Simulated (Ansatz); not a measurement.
# NaHgF3 (built on the sites of a database entry of KHgF3): following an unstable mode

Aim: this structure of NaHgF3 (built on the sites of a database entry of KHgF3) is to be tested for unstable modes, and one is followed downhill.

Main program and level: Ansatz 0.2.0; DFT PBEsol, scalar-relativistic, plane waves, norm-conserving pseudopotentials.

The structure was built from a prototype and need not be the compound's stable phase.

### Step 1. Set-up

Symmetry: Pm-3m, No. 221, cubic system. Conventional cell: a = 4.487 Å, b = 4.487 Å, c = 4.487 Å, α = 90.00°, β = 90.00°, γ = 90.00°. Nearest to Na lie 12 F at 3.17 Å. Nearest to Hg lie 6 F at 2.24 Å. Nearest to F lie 2 Hg at 2.24 Å. Farther neighbours and most contacts between anions are not listed.

### Step 2. Modes at Γ

The cell comes from relaxations at this level that are not shown. The zone centre is the only wavevector solved here; it holds the modes that light can see, as far as symmetry allows. No field response is asked.

input.yaml

```yaml
crystal:
  lattice:
    - [3.1727838361, -3.1731176919, 0.0]
    - [3.1727838361, 3.1731176919, 0.0]
    - [0.0, 0.0, 4.4879394888]
  atoms:
    - { symbol: Na, position: [0.0, 0.0, 0.5] }
    - { symbol: Hg, position: [0.5, 0.5, 0.0] }
    - { symbol: F, position: [0.5, 0.5, 0.5] }
    - { symbol: F, position: [0.5, 0.0, 0.0] }
    - { symbol: F, position: [0.0, 0.5, 0.0] }
kpoints:
  mp_grid: { grid: [8, 8, 8] }
hamiltonian:
  xc: pbesol
  pseudopotentials: { kind: nc }
scf:
  occupations: { method: gaussian, width: 0.01 }
output:
  eigenvalues: true
phonons:
  method: dfpt
```

Run with:

```
$ ansatz run input.yaml --threads 4 --pin off --max-ram 14336MiB --backend cpu --events-out ev --progress --plain --runs-dir out
```

Numbers of over 12 decimals in the logs are rounded to 6 here.

Output:

```text
zone centre: on kpoints.mp_grid the ground state, and the responses unless they are solved on pairs of k-points, stand on 170 of the mesh's 512 k-points, reduced under 4 symmetry operations, with k and −k counted as one. Each operation leaves every solved displacement unchanged or reverses it
Engine: ansatz 0.2.0, x86_64-unknown-linux-gnu
Pseudopotentials: kind: nc
Pseudopotential: Na, nc, valence charge 9, recommended cutoff 1197.300995 eV (normal), Na.nc.azcp (PseudoDojo's, or run here from an input of PseudoDojo's: the run reads no file of this project's for it)
Pseudopotential: Hg, nc, valence charge 20, recommended cutoff 897.975746 eV (normal), Hg.nc.azcp (PseudoDojo's, or run here from an input of PseudoDojo's: the run reads no file of this project's for it)
Pseudopotential: F, nc, valence charge 7, recommended cutoff 1142.878222 eV (normal), F.nc.azcp (PseudoDojo's, or run here from an input of PseudoDojo's: the run reads no file of this project's for it)
Functional definition: PBEsol
  exchange = pbesol_x
  correlation = pbesol_c
Crystal: 5 atoms, lattice volume = 90.366 Å³
Basis set: ecut = 1197.300995 eV, 8409 PW (Γ), exchange–correlation on 108×108×108 points (8 copies of the dense FFT grid, shifted against one another)
Bands: 30, of which v1, the nominal top of the filled ones, is band 25 counted from 1 (24 counted from 0)
Symmetry: 8 space group operations
k-points: 170 of 512 (irreducible under 4 space group operations)
Non-local potential: Na, projectors of the file, l = 0: 2, l = 1: 2
Non-local potential: Hg, projectors of the file, l = 0: 2, l = 1: 2, l = 2: 2, l = 3: 1
Non-local potential: F, projectors of the file, l = 0: 2, l = 1: 2, l = 2: 1
Initial density: superposition of atomic densities (chi_scale 0.1, normalization cell, long waves kept (reshape's long-wave potential 0.02 eV rms))
Initial wavefunctions: pseudopotential atomic-orbital guess
Functional: x = pbesol(κ = 0.804, μ = 0.123457), c = pbesol(β = 0.046)
SCF iter   1: F=—  HF=-7788.545815 eV  |F-HF|=—  |Δ(HF+E_count)|=         —  Δρ=1.86e-1  dr2=2.54e1  ethr=3.10e-3  ⟨swp⟩=7.5  Hψ=27163  notcnv=0
preconditioner: auto → LDOS  [insulator: Δε(μ)=0.032 eV  Ē_g=13.143 eV  σ=0.010 eV  W_gap=0.57  n_scr=26 (ndim 8)  ℏωp=22.8 eV  f_vac=0.237  D(μ)=4.38/eV (n_scr^D=32)  ε∞_Penn≈4.0  β→1.0]
SCF iter   2: F=—  HF=-7784.058042 eV  |F-HF|=—  |Δ(HF+E_count)|=    4.49e0  Δρ=1.36e-1  dr2=8.82e0  ethr=3.10e-3  ⟨swp⟩=4.1  Hψ=12725  notcnv=0  defer=162
preconditioner: auto → Resta (q_TF=auto, 2.472 Å⁻¹)  ε∞=3.2  [insulator: Δε(μ)=0.142 eV  Ē_g=16.510 eV  σ=0.010 eV  W_gap=1.00  n_scr=26 (ndim 8)  ℏωp=24.7 eV  f_vac=0.224  D(μ)=0.00/eV (n_scr^D=0)  ε∞_Penn≈3.2  β→0.5]
SCF iter   3: F=—  HF=-7780.661874 eV  |F-HF|=—  |Δ(HF+E_count)|=    3.40e0  Δρ=4.18e-2  dr2=8.14e-1  ethr=3.10e-3  ⟨swp⟩=3.9  Hψ=14265  notcnv=0  defer=170
SCF iter   4: F=—  HF=-7780.381541 eV  |F-HF|=—  |Δ(HF+E_count)|=   2.80e-1  Δρ=7.95e-3  dr2=6.16e-2  ethr=1.63e-3  ⟨swp⟩=2.4  Hψ=9339  notcnv=0  defer=170
SCF iter   5: F=—  HF=-7780.373374 eV  |F-HF|=—  |Δ(HF+E_count)|=   8.17e-3  Δρ=3.43e-3  dr2=1.14e-2  ethr=1.23e-4  ⟨swp⟩=2.4  Hψ=10007  notcnv=0  defer=173
SCF iter   6: F=—  HF=-7780.375504 eV  |F-HF|=—  |Δ(HF+E_count)|=   2.13e-3  Δρ=2.86e-3  dr2=5.10e-3  ethr=2.28e-5  ⟨swp⟩=3.1  Hψ=9060  notcnv=0  defer=170
SCF iter   7: F=—  HF=-7780.375259 eV  |F-HF|=—  |Δ(HF+E_count)|=   2.46e-4  Δρ=6.58e-4  dr2=2.60e-4  ethr=1.02e-5  ⟨swp⟩=2.8  Hψ=8693  notcnv=0  defer=170
SCF iter   8: F=—  HF=-7780.375610 eV  |F-HF|=—  |Δ(HF+E_count)|=   3.51e-4  Δρ=1.27e-4  dr2=1.46e-5  ethr=5.20e-7  ⟨swp⟩=2.2  Hψ=9823  notcnv=0  defer=170
SCF iter   9: F=—  HF=-7780.375651 eV  |F-HF|=—  |Δ(HF+E_count)|=   4.08e-5  Δρ=1.93e-5  dr2=2.32e-7  ethr=2.92e-8  ⟨swp⟩=2.0  Hψ=9071  notcnv=0  defer=170
SCF iter  10: F=—  HF=-7780.376036 eV  |F-HF|=—  |Δ(HF+E_count)|=   3.85e-4  Δρ=4.30e-6  dr2=9.79e-9  ethr=4.63e-10  ⟨swp⟩=2.0  Hψ=8862  notcnv=0  defer=170
SCF iter  11: F=—  HF=-7780.376036 eV  |F-HF|=—  |Δ(HF+E_count)|=   2.46e-8  Δρ=1.57e-6  dr2=1.20e-9  ethr=1.96e-11  ⟨swp⟩=2.0  Hψ=9147  notcnv=0  defer=170
SCF iter  12: F=—  HF=-7780.376036 eV  |F-HF|=—  |Δ(HF+E_count)|=  1.36e-10  Δρ=2.46e-7  dr2=2.86e-11  ethr=2.40e-12  ⟨swp⟩=2.0  Hψ=9161  notcnv=0  defer=170
SCF iter  13: F=-7780.376036 eV  HF=-7780.376036 eV  |F-HF|=2.73e-12  |Δ(HF+E_count)|=  7.28e-11  Δρ=5.59e-8  dr2=1.41e-12  ethr=1.00e-12  ⟨swp⟩=15.7  Hψ=35055  notcnv=0
the search or the solves at the SCF's close seem to have found levels that the self-consistency loop had missed (the run counts 1). By its estimate they hold under 1e-12 electrons; where the run keeps them, the occupations were computed again with them
SCF 1 converged in 13 iterations: F = -7780.376036 eV  dr2 = 1.41e-12
DFPT response loops at Γ: preconditioner auto → none (the input reference at scf.mixing.eps_inf says where Resta's filter doesn't serve); β = 0.50; Broyden in place of MSR1
SCF converged after 13 iterations
Free energy (F): -7780.376036 eV
Harris-Foulkes:  -7780.376036 eV  (|F-HF|=2.73e-12)
Internal energy: -7780.376036 eV  (E = F + TS)
E sigma→0 (E₀):  -7780.376036 eV
Fermi energy:    3.867319 eV
--- Per-component energies (eV) ---
  E_band       = -879.808931
  E_kinetic    = 3372.774748
  E_local      = -7987.217272  (includes V_loc(G=0)·N_el)
  E_nonlocal   = -453.879913
  E_hartree    = 2740.229434
  E_xc         = -1372.929502
  E_vxc        = -1291.945394  (∫ρ·V_xc dr)
  E_ewald      = -4079.353531
  E_smearing   = -0.000000  (= −TS)
  E_closure    = -0.000000  (closes the sum)
  Σ components = -7780.376036   (vs F -7780.376036, Δ=0.00e0)
--- Band table (eV; the first three rows and the last of 170) ---
  k-point 0: bands = [... 21 lower, 0.9309, 0.9750, 0.9756, 0.9758, 3.9828, 8.7644, 13.3239, 13.3257, ... 1 higher]
  k-point 1: bands = [... 21 lower, 0.9619, 1.0153, 1.0442, 1.0443, 4.3025, 8.8352, 12.3892, 13.3709, ... 1 higher]
  k-point 2: bands = [... 21 lower, 0.9524, 1.2287, 1.2288, 1.2909, 5.1427, 8.9206, 11.6601, 13.5171, ... 1 higher]
  k-point 169: bands = [... 21 lower, 1.4604, 1.4605, 3.7499, 3.7510, 9.5198, 9.9640, 11.2310, 11.2313, ... 1 higher]
--- Phonons (Γ-DFPT): 12 representative perturbations + reference, on 170 of 512 k-points (Σ response iterations 45) ---
  k mesh reduced under 4 symmetry operations, with k and −k counted as one. Each operation leaves every solved displacement unchanged or reverses it
  ASR residual: 2.115e-2 → 0.000e0 eV/Å²; symmetrization residual: 2.195e-5 eV/Å²
  ASR residual per site (eV/Å²): 2.11e-2 1.69e-4 1.44e-4 1.15e-4 1.15e-4
  Γ frequencies (cm⁻¹): -130.99 -130.98 -130.97 -97.73 -97.71 -97.66 0.00 0.00 0.00 92.12 92.13 92.14 408.05 408.40 408.42
  non-analytic LO–TO correction: not included (Born effective charges unavailable; polar crystals: no LO–TO splitting at Γ)
```

It took 7.8 min on 4 threads of Intel Xeon Platinum 8488C (Sapphire Rapids), shared host; peak memory 4.9 GiB; 30 min of CPU time.

This step gave:

```yaml
gap_on_the_k_mesh: 0.2317 eV
volume_per_atom: 18.07 Å³
sum_rule_residual_before_enforcement: 0.02115 eV/Å²
point_group: mmm
highest_optical_mode_at_the_zone_centre_no_lo_to_term: 408.4 cm⁻¹
lowest_optical_zone_centre_mode: -131.0 cm⁻¹
```

Without the LO-TO term. Patterns of degenerate modes are one choice out of their space. The modes at Γ (shares of kinetic energy by element, %) (negative means imaginary):

```
mode  frequency (cm⁻¹)  symmetry  Na %  Hg %  F %
   1            -131.0       T1u    58     0   42
   2            -131.0       T1u    58     0   42
   3            -131.0       T1u    58     0   42
   4             -97.7       T2u     0     0  100
   5             -97.7       T2u     0     0  100
   6             -97.7       T2u     0     0  100
   7               0.0  acoustic     8    71   20
   8               0.0  acoustic     8    71   20
   9               0.0  acoustic     8    71   20
  10              92.1       T1u    34    22   44
  11              92.1       T1u    34    22   44
  12              92.1       T1u    34    22   44
  13             408.1       T1u     0     6   94
  14             408.4       T1u     0     6   94
  15             408.4       T1u     0     6   94
```

Displacements in mode 2 (-131.0 cm⁻¹), the largest set to 1:
```
Na1  0.00  0.00  1.00
Hg2  0.00  0.00  0.02
F3   0.00  0.00 -0.07
F4   0.00  0.00 -0.66
F5   0.00  0.00 -0.66
```

Displacements in mode 4 (-97.7 cm⁻¹), the largest set to 1:
```
Na1  0.00  0.00  0.00
Hg2  0.00  0.00  0.00
F3   0.00  0.00  0.00
F4   0.00  0.00 -1.00
F5   0.00  0.00  1.00
```

Before it was imposed, the acoustic sum rule was missed by 0.021 eV/Å². Small misses are needed for a sound result but don't prove that mesh and cutoff are converged. The lowest optical mode is imaginary, 131.0i cm⁻¹, so the energy falls along it.

### Step 3. The mode frozen in, largest atomic shift 0 Å

The mode followed lies at Γ with frequency 131.0i cm⁻¹ and is 3-fold degenerate, the softest among the wavevectors solved. At small amplitude the distorted cell has space group no. 99 by a symmetry search on the positions. The undistorted cell that holds it gives the zero of energy on the same k mesh.

input.yaml, as its differences from that of step 2:

```diff
@@ -19,4 +19,4 @@
 output:
+  forces: true
+  stress: true
   eigenvalues: true
-phonons:
-  method: dfpt
```

Output:

```text
[...]
Crystal: 5 atoms, lattice volume = 90.366 Å³
Basis set: ecut = 1197.300995 eV, 8409 PW (Γ), exchange–correlation on 108×108×108 points (8 copies of the dense FFT grid, shifted against one another)
Bands: 30, of which v1, the nominal top of the filled ones, is band 25 counted from 1 (24 counted from 0)
Symmetry: 8 space group operations
[...]
k-points: 105 of 512
[...]
P = ⅓ Tr σ = 0.0014 GPa (0.014 kbar)
--- Band table (eV; the first three rows and the last of 105) ---
  k-point 0: bands = [... 21 lower, 0.9309, 0.9750, 0.9756, 0.9758, 3.9828, 8.7644, 13.3240, 13.3258]
  k-point 1: bands = [... 21 lower, 0.9620, 1.0153, 1.0443, 1.0443, 4.3025, 8.8351, 12.3891, 13.3710]
  k-point 2: bands = [... 21 lower, 0.9524, 1.2288, 1.2289, 1.2909, 5.1427, 8.9206, 11.6601, 13.5172]
  k-point 104: bands = [... 21 lower, 1.4604, 1.4604, 3.7499, 3.7510, 9.5198, 9.9641, 11.2310, 11.2314]
[key lines of the parts left out:]
SCF converged after 10 iterations
Free energy (F): -7780.376036 eV
Fermi energy:    3.867311 eV
```

It took 21 s on 4 threads; peak memory 1.2 GiB.

Numbers from this step:

| Quantity | Value |
| --- | --- |
| pressure | 0.001423 GPa |
| gap on the k-mesh | 0.2318 eV |
| energy from the undistorted cell | 0 meV/atom |

The run ends at a pressure of 0.00 GPa.

### Step 4. The mode frozen in, largest atomic shift 0.6 Å

The atoms are moved along the unstable eigenvector, the largest shift by 0.6 Å, with the cell fixed.

input.yaml, the sections that differ from step 3:

```yaml
crystal:
  lattice:
    - [3.1727838361, -3.1731176919, 0.0]
    - [3.1727838361, 3.1731176919, 0.0]
    - [0.0, 0.0, 4.4879394888]
  atoms:
    - { symbol: Na, position: [3.6204e-06, -0.1337127798, 0.5] }
    - { symbol: Hg, position: [0.4999970268, 0.4976490159, 0.0] }
    - { symbol: F, position: [0.5000327371, 0.588729587, 0.5] }
    - { symbol: F, position: [0.4999882511, 0.0091991596, 0.0] }
    - { symbol: F, position: [6.0232e-06, 0.5886982303, 0.0] }
# kpoints, hamiltonian, scf, output: as in step 3
```

Output:

```text
[...]
Crystal: 5 atoms, lattice volume = 90.366 Å³
Basis set: ecut = 1197.300995 eV, 8409 PW (Γ), exchange–correlation on 108×108×108 points (8 copies of the dense FFT grid, shifted against one another)
Bands: 30, of which v1, the nominal top of the filled ones, is band 25 counted from 1 (24 counted from 0)
Symmetry: 2 space group operations
[...]
--- Band table (eV; the first three rows and the last of 170) ---
  k-point 0: bands = [... 21 lower, 1.0457, 1.1446, 1.1449, 1.1635, 3.8568, 9.0239, 13.2933, 13.2955]
  k-point 1: bands = [... 21 lower, 0.8866, 1.0724, 1.1454, 1.4061, 4.1613, 9.0712, 12.5154, 13.3402]
  k-point 2: bands = [... 21 lower, 0.8854, 1.0956, 1.1475, 1.5168, 4.9108, 9.0654, 11.8740, 13.4795]
  k-point 169: bands = [... 21 lower, 1.4457, 1.4459, 3.0542, 3.2820, 8.6127, 10.1295, 10.9197, 10.9203]
[key lines of the parts left out:]
SCF converged after 11 iterations
Free energy (F): -7780.691168 eV
Fermi energy:    3.569389 eV
P = ⅓ Tr σ = -0.6849 GPa (-6.849 kbar)
```

Run time: 45 s. Hardware: 4 threads; peak memory 1.5 GiB.

Numbers from this step:

| Property | Result |
| --- | --- |
| pressure | -0.6849 GPa |
| gap on the k-mesh | 0.5748 eV |
| energy from the undistorted cell | -63.03 meV/atom |

The energy, extrapolated to zero smearing, is -63.03 meV/atom against the undistorted cell.

The run ends at a pressure of -0.68 GPa, with forces up to 0.40 eV/Å.

### Step 5. Energy along the mode, all amplitudes (two of the runs are shown above)

An imaginary frequency means negative curvature, so the energy should fall and then rise again as anharmonic terms take over.

Numbers from this step:

```
depth at the lowest point sampled  : 63.03 meV/atom
largest atomic shift at that point : 0.6 Å
```

Energy from the parent against largest atomic shift:

```
largest atomic shift (Å)  energy from the parent (meV/atom)
                   0.000                                  0
                   0.040                             -0.402
                   0.080                               -1.6
                   0.140                              -4.84
                   0.220                              -11.7
                   0.320                              -23.4
                   0.450                              -42.0
                   0.600                              -63.0
```

Displacement at unit largest shift by atom:

```
atom   x (Å)   y (Å)  z (Å)   size
 Na1  -0.707  -0.707  0.000  1.000
 Hg2  -0.012  -0.012  0.000  0.017
  F3   0.469   0.469  0.000  0.663
  F4   0.049   0.049  0.000  0.069
  F5   0.469   0.469  0.000  0.663
```

The lowest of the steps tried is the last one, at 0.6 Å, 63.0 meV/atom below the parent; the bottom of the well need not coincide with a step.

[end of part 1 of 3]

[Logs are printed without paths, hosts, clocks, repeated set-up lines and the standing remarks that a program may print on its own settings, such as how far it seeks lower states.]

[Hosts, paths, dates, database ids (printed as entryN), source tags and the programs' standing remarks are cut or masked in the printed files.]
